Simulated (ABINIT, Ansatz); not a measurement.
# A GW run on CsGeBr3 (Pm-3m) in ABINIT, with inputs changed, part 2 of 2

A base run on CsGeBr3 (Pm-3m), then changed inputs.

ABINIT 10.8.3; PBEsol and many-body steps on it, plane waves. Known limits of the many-body steps: not at the basis limit; screening runs away on this mesh; no spin-orbit coupling; coarse k mesh.

So far. Step 2 (Screening, 2×2×2 mesh, 201 bands, screening to 141.5 eV): Local fields lower ε∞ by 23 %. The value itself is an artefact of the mesh, where one narrow direct gap carries too much weight. Step 3 (Base): The gap on the mesh goes from 0.50 eV to 1.84 eV, a correction of +1.35 eV.

## 5. Contour deformation on a plasmon-pole file

Level of this step: G0W0 on PBEsol, plane waves, norm-conserving pseudopotentials (ABINIT).

run.abi

```
acell 3*1.0 Angstrom
rprim 
  5.533327140000 0.000000000000 0.000000000000
  0.000000000000 5.533327140000 0.000000000000
  0.000000000000 0.000000000000 5.533327140000
ntypat 3
znucl 55 32 35
natom 5
typat 1 2 3 3 3
xred 
  0.000000000000 0.000000000000 0.000000000000
  0.500000000000 0.500000000000 0.500000000000
  0.500000000000 0.500000000000 0.000000000000
  0.500000000000 0.000000000000 0.500000000000
  0.000000000000 0.500000000000 0.500000000000
pp_dirpath "pseudos"
pseudos "Cs.upf, Ge.upf, Br.upf"
ecut 56
ngkpt 2 2 2
nshiftk 1
shiftk 0 0 0
kptopt 1
chksymbreak 0
istwfk *1
occopt 1
irdwfk 1
optdriver 4
nband 201
gwcalctyp 2
ecutsigx 56
symsigma 1
nkptgw 2
kptgw 
  0.5000000000 0.5000000000 0.5000000000
  0.0000000000 0.0000000000 0.0000000000
bdgw 
  38 44
  39 44
ecuteps 5.2
irdscr 1
indata_prefix "in"
outdata_prefix "out"
tmpdata_prefix "tmp"
```

Launch:

```bash
$ OMP_NUM_THREADS=1 mpirun -n 4 abinit run.abi > log
```

The program printed:

```text
.Version 10.8.3 of ABINIT. v10.8.2 released Aug 2026.

 Symmetries : space group Pm -3 m (#221); Bravais cP (primitive cubic)
================================================================================
 Values of the parameters that define the memory need of the present run
     intxc =       0    ionmov =       0      iscf =       7    lmnmax =       8
     lnmax =       8     mgfft =      72  mpssoang =       4    mqgrid =    3523
     natom =       5  nloc_mem =       1    nspden =       1   nspinor =       1
    nsppol =       1      nsym =      48    n1xccc =    2501    ntypat =       3
    occopt =       1   xclevel =       2
-    mband =         201        mffmem =           1         mkmem =           1
       mpw =       22983          nfft =      373248          nkpt =           4
================================================================================
  Rough estimation (10% accuracy) of disk space for files :
================================================================================

--------------------------------------------------------------------------------
------------- Echo of variables that govern the present computation ------------
--------------------------------------------------------------------------------
 -outvars: echo values of preprocessed input variables --------
            acell      1.8897261259E+00  1.8897261259E+00  1.8897261259E+00 Bohr

             bdgw          38      44      39      44
      chksymbreak           0
             ecut      5.60000000E+01 Hartree
          ecuteps      5.20000000E+00 Hartree
         ecutsigx      5.60000000E+01 Hartree
          ecutwfn      5.60000000E+01 Hartree
-          fftalg         312
        gwcalctyp           2
           irdscr           1
[...]
setmesh: FFT mesh size selected  =    72x   72x   72
          total number of points  =       373248

 Number of electrons calculated from density =   82.0000; Expected =   82.0000
 average of density, n =  0.071723
 r_s =    1.4931
 omega_plasma =   25.8336 [eV]

 === KS Band Gaps ===
  >>>> For spin  1
   Minimum direct gap =   0.4958 [eV], located at k-point      :   0.5000  0.5000  0.5000
   Fundamental gap    =   0.4958 [eV], Top of valence bands at :   0.5000  0.5000  0.5000
                                       Bottom of conduction at :   0.5000  0.5000  0.5000
 SIGMA fundamental parameters:
 CONTOUR DEFORMATION
 number of plane-waves for SigmaX                22983
 number of plane-waves for SigmaC and W            619
 number of plane-waves for wavefunctions         22983
 number of bands                                   201
 number of independent spin polarizations            1
 number of spinorial components                      1
 number of k-points in IBZ                           4
 number of q-points in IBZ                           4
 number of symmetry operations                      48
 number of k-points in BZ                            8
 number of q-points in BZ                            8
 number of frequencies for dSigma/dE                 9
 frequency step for dSigma/dE [eV]                0.25
 number of omega for Sigma on real axis              0
 max omega for Sigma on real axis  [eV]           0.00
 zcut for avoiding poles [eV]                     0.10

 EPSILON^-1 parameters (SCR file):
 dimension of the eps^-1 matrix on file            619
 dimension of the eps^-1 matrix used               619
 number of plane-waves for wavefunctions         22983
 number of bands                                   201
 number of q-points in IBZ                           4
 number of frequencies                               2
 number of real frequencies                          1
 number of imag frequencies                          1

 matrix elements of self-energy operator (all in [eV])

 Perturbative Calculation

--- !ERROR
message: |
    Fatal error

--- !ERROR
message: |
    Fatal error

--- from the log ---
Fatal error
```

It took 11 s on 4 MPI ranks of Arm Neoverse V1, shared host; peak memory 2.8 GiB.

The run stopped with an error after 11 s.

The fault put into this input: contour deformation on a plasmon-pole file.

## 6. Side by side

Times are wall times on 4 MPI ranks of Arm Neoverse V1, shared host, good to a factor of about two. A run's time includes the screening step that it read.

```tsv
run	mesh	bands	screening cutoff (eV)	DFT gap (eV)	gap on the mesh (eV)	direct (eV)	ε∞ used	time
base	2×2×2	201	141.5	0.496	1.841	1.841	137.05	4.5 min
smaller part of the screening matrix	2×2×2	201	35.4	0.496	1.757	1.757	137.05	3.8 min
```

## 7. Summary of results

- base: 1.841 eV
- smaller part of the screening matrix: 1.757 eV
- known limits: not at the basis limit; screening runs away on this mesh; no spin-orbit coupling; coarse k mesh

**Reading.** Smaller part of the screening matrix: −0.084 eV against base (keys changed: ecuteps). Bands and cutoff are finite, so the gap is not at the basis limit. The miss can reach some tenths of an eV and take either sign; the mesh is an error of its own. In the G0W0 runs levels were corrected at 2 k points alone, so a gap called «on the mesh» is the least over those, and an edge elsewhere would be missed. The 2×2×2 mesh is coarse for this cell, which bears on the long-range parts of exchange and screening. This is the ideal cubic cell; many perovskites, halides above all, are cubic only on average, and local tilts or off-centring can widen the gap. For the PBEsol start: On this mesh the RPA ε∞ passes 90, more than nearly any semiconductor shows; a coarse mesh does this where one point with a narrow direct gap carries much weight. The screening is then too strong, and the G0W0 gap should not be taken as the material's. The many-body steps are scalar-relativistic: spin-orbit coupling is not in them.

[Paths, hosts, dates, memory and timing lines, banners, echoed tables and standing remarks are left out of the program output.]

[Logs are printed without paths, hosts, clocks, repeated set-up lines and the standing remarks that a program may print on its own settings, such as how far it seeks lower states.]

[Runs of the session that timed out or met a known fault of the program may be left out.]

[Hosts, paths, dates, database ids (printed as entryN), source tags and the programs' standing remarks are cut or masked in the printed files.]

[G0W0 gaps are taken among the corrected bands and points alone; a level outside them can change the order at an edge.]

[Where Ansatz stands beside ABINIT at settings called matched, ABINIT's density can come from a denser mesh and the files from another edition; pairs whose starting gaps differed by over 0.03 eV were left out, so agreement reads better than it is.]
